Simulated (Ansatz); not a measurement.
# Tl2Se (model cell, started as antifluorite): phonons and vibrational spectra

Aim: the phonons of Tl2Se (model cell, started as antifluorite) at a cell relaxed beforehand at this level. After the zone centre comes a 2×2×2 q mesh on a 8×8×8 k mesh.

Method: DFT PBE, scalar-relativistic, plane waves, PAW, in Ansatz 0.2.0.

The structure was built from a prototype and need not be the compound's stable phase.

## Step 1: The starting structure

The structure is cubic, space group Fm-3m (No. 225). The conventional cell has a = 7.574 Å, b = 7.574 Å, c = 7.574 Å, α = 90.00°, β = 90.00°, γ = 90.00°. Nearest to Se lie 8 Tl at 3.28 Å. Nearest to Tl lie 4 Se at 3.28 Å. Farther neighbours and most contacts between anions are not listed.

## Step 2: Linear response at the zone centre

The cell comes from relaxations at this level that are not shown. The zone centre comes first: it holds the modes that light can see, as far as symmetry allows. No field response is asked.

Input file input.yaml:

```yaml
crystal:
  lattice:
    - [0.0, 3.7870920244, 3.7870920244]
    - [3.7870920244, 0.0, 3.7870920244]
    - [3.7870920244, 3.7870920244, 0.0]
  atoms:
    - { symbol: Se, position: [0.0, 0.0, 0.0] }
    - { symbol: Tl, position: [0.25, 0.25, 0.25] }
    - { symbol: Tl, position: [0.75, 0.75, 0.75] }
kpoints:
  mp_grid: { grid: [8, 8, 8] }
hamiltonian:
  xc: pbe
scf:
  occupations: { method: gaussian, width: 0.02 }
output:
  eigenvalues: true
phonons:
  method: dfpt
```

Run with:

```
> ansatz run input.yaml --threads 4 --pin off --max-ram 7168MiB --backend cpu --events-out ev --progress --plain --runs-dir out
```

Numbers of over 12 decimals in the logs are rounded to 6 here.

Log:

```text
zone centre: on kpoints.mp_grid the ground state, and the responses unless they are solved on pairs of k-points, stand on 59 of the mesh's 512 k-points, reduced under 8 symmetry operations, with k and −k counted as one. Each operation leaves every solved displacement unchanged or reverses it
Engine: ansatz 0.2.0, aarch64-unknown-linux-gnu
Pseudopotentials: kind: paw
Pseudopotential: Se, paw, valence charge 16, recommended cutoff 420 eV (normal), Se.paw.azcp
Pseudopotential: Tl, paw, valence charge 13, recommended cutoff 420 eV (normal), Tl.paw.azcp
Functional definition: PBE
  parameter kappa = 0.804
  parameter beta = 0.066725
  exchange = pbe_x(kappa = kappa, mu = beta*pi^2/3)
  correlation = pbe_c(beta = beta)
Crystal: 3 atoms, lattice volume = 108.629 Å³
Basis set: ecut = 420 eV, 2109 PW (Γ), exchange–correlation on 72×72×72 points (8 copies of the dense FFT grid, shifted against one another)
Bands: 26, of which v1, the nominal top of the filled ones, is band 21 counted from 1 (20 counted from 0)
Symmetry: 48 space group operations
k-points: 59 of 512 (irreducible under 8 space group operations, time reversal used)
Non-local potential: Se, projectors of the file, l = 0: 2, l = 1: 2, l = 2: 3, l = 3: 1
Non-local potential: Tl, projectors of the file, l = 0: 2, l = 1: 2, l = 2: 2, l = 3: 1
PAW form: soft (Blöchl's): semilocal exchange-correlation on the pseudo side does not see the compensation charge
PAW one-centre angular grid: Se, 590 points (default); XC on 64 Gauss nodes
PAW one-centre angular grid: Tl, 590 points (default); XC on 64 Gauss nodes
Initial density: superposition of atomic densities (neutral atoms: chi_scale 0, normalization atom), corrected by the library's trained network
Initial wavefunctions: pseudopotential atomic-orbital guess
Functional: x = pbe(κ = 0.804, μ = 0.219515), c = pbe(β = 0.066725)
SCF iter   1: F=—  HF=-28358.309188 eV  |F-HF|=—  |Δ(HF+E_count)|=         —  Δρ=5.53e-4  dr2=5.33e-4  ethr=1.77e-3  ⟨swp⟩=6.2  Hψ=6258  notcnv=0
preconditioner: auto → none  [insulator: Δε(μ)=0.134 eV  Ē_g=11.887 eV  σ=0.020 eV  W_gap=1.00  n_scr=14 (ndim 8)  ℏωp=20.2 eV  f_vac=0.119  D(μ)=0.00/eV (n_scr^D=0)  ε∞_Penn≈3.9]
SCF iter   2: F=—  HF=-28358.308110 eV  |F-HF|=—  |Δ(HF+E_count)|=   1.08e-3  Δρ=3.28e-4  dr2=2.00e-4  ethr=1.27e-6  ⟨swp⟩=2.8  Hψ=3279  notcnv=0  defer=35
SCF iter   3: F=—  HF=-28358.308348 eV  |F-HF|=—  |Δ(HF+E_count)|=   2.38e-4  Δρ=1.91e-4  dr2=7.57e-5  ethr=4.76e-7  ⟨swp⟩=2.0  Hψ=2534  notcnv=0  defer=35
SCF iter   4: F=—  HF=-28358.308443 eV  |F-HF|=—  |Δ(HF+E_count)|=   9.47e-5  Δρ=3.50e-5  dr2=3.05e-6  ethr=1.80e-7  ⟨swp⟩=2.0  Hψ=2536  notcnv=0  defer=35
SCF iter   5: F=—  HF=-28358.308447 eV  |F-HF|=—  |Δ(HF+E_count)|=   4.21e-6  Δρ=1.11e-5  dr2=8.80e-8  ethr=7.26e-9  ⟨swp⟩=2.0  Hψ=2467  notcnv=0  defer=35
SCF iter   6: F=—  HF=-28358.308447 eV  |F-HF|=—  |Δ(HF+E_count)|=   5.14e-7  Δρ=3.71e-6  dr2=7.52e-9  ethr=2.10e-10  ⟨swp⟩=2.1  Hψ=2430  notcnv=0  defer=35
SCF iter   7: F=—  HF=-28358.308447 eV  |F-HF|=—  |Δ(HF+E_count)|=   4.63e-8  Δρ=4.68e-7  dr2=2.26e-10  ethr=1.79e-11  ⟨swp⟩=2.2  Hψ=2355  notcnv=0  defer=35
SCF iter   8: F=—  HF=-28358.308447 eV  |F-HF|=—  |Δ(HF+E_count)|=  3.89e-10  Δρ=1.83e-7  dr2=3.32e-11  ethr=1.00e-12  ⟨swp⟩=2.2  Hψ=1859  notcnv=0  defer=35
SCF iter   9: F=-28358.308447 eV  HF=-28358.308447 eV  |F-HF|=7.28e-12  |Δ(HF+E_count)|=  5.46e-11  Δρ=3.31e-8  dr2=7.29e-13  ethr=1.00e-12  ⟨swp⟩=8.9  Hψ=7377  notcnv=0
SCF 1 converged in 9 iterations: F = -28358.308447 eV  dr2 = 7.29e-13
  greatest PAW one-centre occupation: 1.000 electrons in one spin orbital (limit 2), on the Se atom at site 0 (counted from 0), in its partial waves of l = 2
DFPT response loops at Γ: preconditioner auto → Resta (q_TF=auto, 2.329 Å⁻¹)  ε∞=20.1 (no band partly filled); β = 1.00, the filter's whole step (`scf.mixing.beta` (0.50) is not read by the response loops at its default; to damp them type it under 1.00, their step now; it binds the ground state too); Broyden in place of MSR1
SCF converged after 9 iterations
Free energy (F): -28358.308447 eV
Harris-Foulkes:  -28358.308447 eV  (|F-HF|=7.28e-12)
Internal energy: -28358.308447 eV  (E = F + TS)
E sigma→0 (E₀):  -28358.308447 eV
Fermi energy:    6.445448 eV
--- Per-component energies (eV) ---
  E_band       = -484.036383
  E_kinetic    = 781.295853
  E_local      = -5006.248902  (includes V_loc(G=0)·N_el)
  E_nonlocal   = 39.471505
  E_hartree    = 2202.325182
  E_xc         = -565.772937
  E_vxc        = -381.872423  (∫ρ·V_xc dr)
  E_paw        = -22236.219733  (= ΣΔE_a)
  E_vpaw       = -321.332253  (= ΣTr[D̂ρ^β])
  E_aug_tail   = -0.000536  (compensation charges beyond the density's cutoff)
  E_ewald      = -3573.158879
  E_smearing   = -0.000000  (= −TS)
  E_closure    = 0.000000  (closes the sum)
  Σ components = -28358.308447   (vs F -28358.308447, Δ=0.00e0)
--- Band table (eV; the first three rows and the last of 59) ---
  k-point 0: bands = [... 17 lower, 2.8839, 4.6619, 4.6619, 4.6619, 7.4671, 7.4671, 7.4671, 11.4070, ... 1 higher]
  k-point 1: bands = [... 17 lower, 2.6193, 4.5818, 4.5818, 4.6930, 7.6371, 7.6371, 8.0334, 10.9439, ... 1 higher]
  k-point 2: bands = [... 17 lower, 1.9560, 4.4177, 4.4177, 5.1138, 7.9864, 7.9864, 8.9116, 10.5966, ... 1 higher]
  k-point 58: bands = [... 17 lower, 0.4164, 3.3340, 5.4285, 5.4285, 7.1916, 8.1587, 10.4081, 10.4081, ... 1 higher]
--- Phonons (Γ-DFPT): 2 representative perturbations + reference, on 59 of 512 k-points (Σ response iterations 6) ---
  k mesh reduced under 8 symmetry operations, with k and −k counted as one. Each operation leaves every solved displacement unchanged or reverses it
  ASR residual: 6.061e-5 → 0.000e0 eV/Å²; symmetrization residual: 1.818e-5 eV/Å²
  ASR residual per site (eV/Å²): 6.06e-5 4.03e-6 4.03e-6
  Γ frequencies (cm⁻¹): 0.00 0.00 0.00 52.80 52.80 52.80 76.01 76.01 76.01
  non-analytic LO–TO correction: not included (Born effective charges unavailable; polar crystals: no LO–TO splitting at Γ)
```

It took 10 s on 4 threads of Arm Neoverse V2, shared host; peak memory 0.83 GiB.

In the SCF lines HF is the Harris–Foulkes energy and dr2 the Hartree energy of the density residual, in eV; the loop may stop once dr2 is under the threshold and the program's other checks hold. Hψ counts applications of the Hamiltonian.

This step gave:

```
volume per atom                                         : 36.21 Å³
gap on the k-mesh                                       : 0.1492 eV
sum-rule residual before enforcement                    : 6.06e-5 eV/Å²
point group                                             : m-3m
highest optical mode at the zone centre (no LO-TO term) : 76.01 cm⁻¹
lowest optical zone-centre mode                         : 52.8 cm⁻¹
```

Without the LO-TO term. Patterns of degenerate modes are one choice out of their space. Modes at Γ, with each element's share of the kinetic energy:

```tsv
mode	frequency (cm⁻¹)	symmetry	Se %	Tl %
1	0.0	acoustic	16	84
2	0.0	acoustic	16	84
3	0.0	acoustic	16	84
4	52.8	T2g	0	100
5	52.8	T2g	0	100
6	52.8	T2g	0	100
7	76.0	T1u	84	16
8	76.0	T1u	84	16
9	76.0	T1u	84	16
```

Displacements in mode 6 (52.8 cm⁻¹), the largest set to 1:
```
Se1  0.00  0.00  0.00
Tl2  0.00 -0.94 -1.00
Tl3  0.00  0.94  1.00
```

Displacements in mode 7 (76.0 cm⁻¹), the largest set to 1:
```
Se1  0.00  1.00  0.00
Tl2  0.00 -0.19  0.00
Tl3  0.00 -0.19  0.00
```

Before it was imposed, the acoustic sum rule was missed by 6.1e-5 eV/Å². Small misses are needed for a sound result but don't prove that mesh and cutoff are converged. The lowest optical mode is real, 52.8 cm⁻¹.

## Step 3: Phonons on a q mesh

Stability and thermal properties need the whole zone. Linear response on a 2×2×2 q mesh gives force constants as far as a supercell of that size would.

Changes to input.yaml since step 2:

```diff
@@ -19 +19,8 @@
   method: dfpt
+  qmesh: [2, 2, 2]
+  temperatures: { t_max: 1000, t_step: 50 }
+  qpath:
+    path:
+      - [[0.0, 0.0, 0.0], [0.5, 0.0, 0.5], [0.625, 0.25, 0.625]]
+      - [[0.375, 0.375, 0.75], [0.0, 0.0, 0.0], [0.5, 0.5, 0.5], [0.5, 0.25, 0.75], [0.5, 0.0, 0.5]]
+    npoints: 10
```

Log:

```text
Warning: phonons: the dynamical matrix that this run interpolates holds no multipole term above the dipole-dipole one, and a site of this crystal is no centre of inversion, so its interpolated transverse optical and acoustic branches and sound speeds can stay off near Gamma, and the density of states and the thermodynamics with them. What a run solves at a wave vector of phonons.qpoints, Gamma apart, where the deck admits one, is free of this, and under fd what a larger phonons.supercell samples
[...]
Crystal: 3 atoms, lattice volume = 108.629 Å³
Basis set: ecut = 420 eV, 2109 PW (Γ), exchange–correlation on 72×72×72 points (8 copies of the dense FFT grid, shifted against one another)
Bands: 26, of which v1, the nominal top of the filled ones, is band 21 counted from 1 (20 counted from 0)
Symmetry: 48 space group operations
k-points: 29 of 512
[...]
SCF iter   1: F=—  HF=-28358.309040 eV  |F-HF|=—  |Δ(HF+E_count)|=         —  Δρ=5.53e-4  dr2=5.24e-4  ethr=1.77e-3  ⟨swp⟩=6.2  Hψ=3062  notcnv=0
[...]
SCF iter   9: F=-28358.308447 eV  HF=-28358.308447 eV  |F-HF|=3.64e-12  |Δ(HF+E_count)|=  5.46e-11  Δρ=3.31e-8  dr2=7.38e-13  ethr=1.00e-12  ⟨swp⟩=9.1  Hψ=3630  notcnv=0
SCF 1 converged in 9 iterations: F = -28358.308447 eV  dr2 = 7.38e-13
[...]
iter 1 solved again at ethr=1.50e-8 eV; its pass at ethr=3.10e-3 eV (dr2=6.31e-6 eV) is discarded
SCF iter   1: F=—  HF=-28358.308447 eV  |F-HF|=—  |Δ(HF+E_count)|=         —  Δρ=1.65e-7  dr2=5.20e-11  ethr=1.50e-8  ⟨swp⟩=3.5  Hψ=5293  notcnv=0
eigensolver tolerance schedule: the retry pair's looser diagonalisation over-reported the residual by 121243.94 of it (diagonalisation noise at 1.42 of the residual, at the tolerance the schedule requests for it); recorded, not acted on — ethr = c·dr2/N_el stays at c = 1.0e-1
[...]
SCF iter   2: F=—  HF=-28358.308447 eV  |F-HF|=—  |Δ(HF+E_count)|=   5.51e-7  Δρ=1.69e-7  dr2=9.28e-11  ethr=1.00e-12  ⟨swp⟩=3.1  Hψ=1703  notcnv=0
SCF iter   3: F=-28358.308447 eV  HF=-28358.308447 eV  |F-HF|=2.18e-11  |Δ(HF+E_count)|=  2.55e-11  Δρ=7.51e-8  dr2=9.60e-12  ethr=1.00e-12  ⟨swp⟩=1.9  Hψ=1817  notcnv=0
SCF 2 converged in 3 iterations: F = -28358.308447 eV  dr2 = 9.60e-12
k-points: 59 of 512 (irreducible under 8 space group operations, time reversal used)
[...]
SCF iter   3: F=-28358.308447 eV  HF=-28358.308447 eV  |F-HF|=0.00e0  |Δ(HF+E_count)|=  7.28e-12  Δρ=6.73e-8  dr2=2.88e-12  ethr=1.00e-12  ⟨swp⟩=1.0  Hψ=3245  notcnv=0
SCF 3 converged in 3 iterations: F = -28358.308447 eV  dr2 = 2.88e-12
NSCF: frozen V_eff on 59 k-points
[...]
k-points: 163 of 1728 (irreducible under 8 space group operations, time reversal used)
[...]
SCF iter   7: F=-28358.309968 eV  HF=-28358.309968 eV  |F-HF|=1.46e-11  |Δ(HF+E_count)|=  5.31e-10  Δρ=4.19e-8  dr2=1.43e-12  ethr=1.00e-12  ⟨swp⟩=3.0  Hψ=8803  notcnv=0
SCF 4 converged in 7 iterations: F = -28358.309968 eV  dr2 = 1.43e-12
[...]
SCF converged after 9 iterations
Free energy (F): -28358.308447 eV
[...]
Internal energy: -28358.308447 eV  (E = F + TS)
E sigma→0 (E₀):  -28358.308447 eV
Fermi energy:    6.445448 eV
[...]
--- Band table (eV; the first three rows and the last of 29) ---
  k-point 0: bands = [... 17 lower, 2.8839, 4.6619, 4.6619, 4.6619, 7.4671, 7.4671, 7.4671, 11.4070, ... 1 higher]
  k-point 1: bands = [... 17 lower, 2.6193, 4.5818, 4.5818, 4.6930, 7.6371, 7.6371, 8.0334, 10.9439, ... 1 higher]
  k-point 2: bands = [... 17 lower, 1.9560, 4.4177, 4.4177, 5.1138, 7.9864, 7.9864, 8.9116, 10.5966, ... 1 higher]
  k-point 28: bands = [... 17 lower, 0.4164, 3.3340, 5.4285, 5.4285, 7.1916, 8.1587, 10.4081, 10.4081, ... 1 higher]
--- Phonons (Γ-DFPT): 2 representative perturbations + reference (Σ response iterations 6) ---
  ASR residual: 6.283e-5 → 0.000e0 eV/Å²; symmetrization residual: 1.861e-5 eV/Å²
  ASR residual per site (eV/Å²): 6.28e-5 4.85e-6 4.85e-6
  Γ frequencies (cm⁻¹): 0.00 0.00 0.00 52.80 52.80 52.80 76.01 76.01 76.01
--- Phonons (arbitrary-q DFPT): 3 irreducible q on the 2×2×2 mesh ---
  q = [0.0000, 0.0000, 0.0000] (star 1, of the zone-centre solve; hermiticity 2.65e-5, symmetrization 2.02e-11): -0.00 -0.00 -0.00 52.80 52.80 52.80 76.01 76.01 76.01
  q = [0.0000, 0.0000, -0.5000] (star 4, 2 solved perturbations on 150 of 512 k-point pairs; hermiticity 2.95e-5, symmetrization 1.05e-5): 21.04 21.04 45.53 45.53 46.70 58.17 73.30 74.97 74.97
  q = [0.0000, -0.5000, -0.5000] (star 3, 4 solved perturbations in 308 linear systems a pass and spin channel, the states on 95 of 512 k-point pairs; hermiticity 9.23e-6, symmetrization 3.25e-8): -36.28 -36.28 30.01 32.62 32.62 64.16 64.33 64.33 103.12
  sum rule: each row above includes the acoustic sum rule's correction from the zone centre's row sums; it moved no ω² by more than (0.47 cm⁻¹)²
  mesh force constants: q→R imaginary residual 3.90e-17; ASR residual 6.283e-5 → 0.000e0 eV/Å²; symmetrization residual 6.661e-16 eV/Å²
  interpolated dispersion: 62 rows × 9 modes
  density of states and harmonic sums: on the 14×14×14 q-mesh, interpolated from the force constants of a 2×2×2 supercell (no non-analytic term)
  largest difference from the sums on the solved wave vectors: F 1.57e-1 eV, S 1.96e-4 and C_V 4.02e-5 eV/K
  zero-point energy: 0.026611 eV/cell   skipped modes (ω ≤ 0): 79, of them read as no rigid motion or as one in doubt: 76 (6.757e-1 modes/cell left out, lowest -36.28 cm⁻¹)   left out of the sums: 7.52e-2 of the cell's modes: C_V's classical limit lies that fraction below 3 k_B per atom; for a crystal, a wire or a layer, F and S can be off by more, and a phonons.interpolated_qmesh denser along its periods is the remedy for the sampling
```

The job ended after 93 s (4 threads; peak memory 1.2 GiB).

Numbers from this step:

```
sum-rule residual before enforcement                    : 6.28e-5 eV/Å²
lowest frequency on the path                            : -36.28 cm⁻¹
highest frequency on the path or at a solved wavevector : 103.1 cm⁻¹
lowest mode on the q mesh (acoustic modes at Γ apart)   : -36.28 cm⁻¹
```

Frequencies (cm⁻¹) solved at each irreducible wavevector; negative means imaginary. Frequencies by wavevector, by row:

```tsv
q in reciprocal lattice units	star	mode 1	mode 2	mode 3	mode 4	mode 5	mode 6	mode 7	mode 8	mode 9
0 0 0	1	0	0	0	52.8	52.8	52.8	76	76	76
0 0 -0.5	4	21	21	45.5	45.5	46.7	58.2	73.3	75	75
0 -0.5 -0.5	3	-36.3	-36.3	30	32.6	32.6	64.2	64.3	64.3	103.1
```

(Continued in part 2 of 2.)

[Logs are printed without paths, hosts, clocks, repeated set-up lines and the standing remarks that a program may print on its own settings, such as how far it seeks lower states.]

[Hosts, paths, dates, database ids (printed as entryN), source tags and the programs' standing remarks are cut or masked in the printed files.]
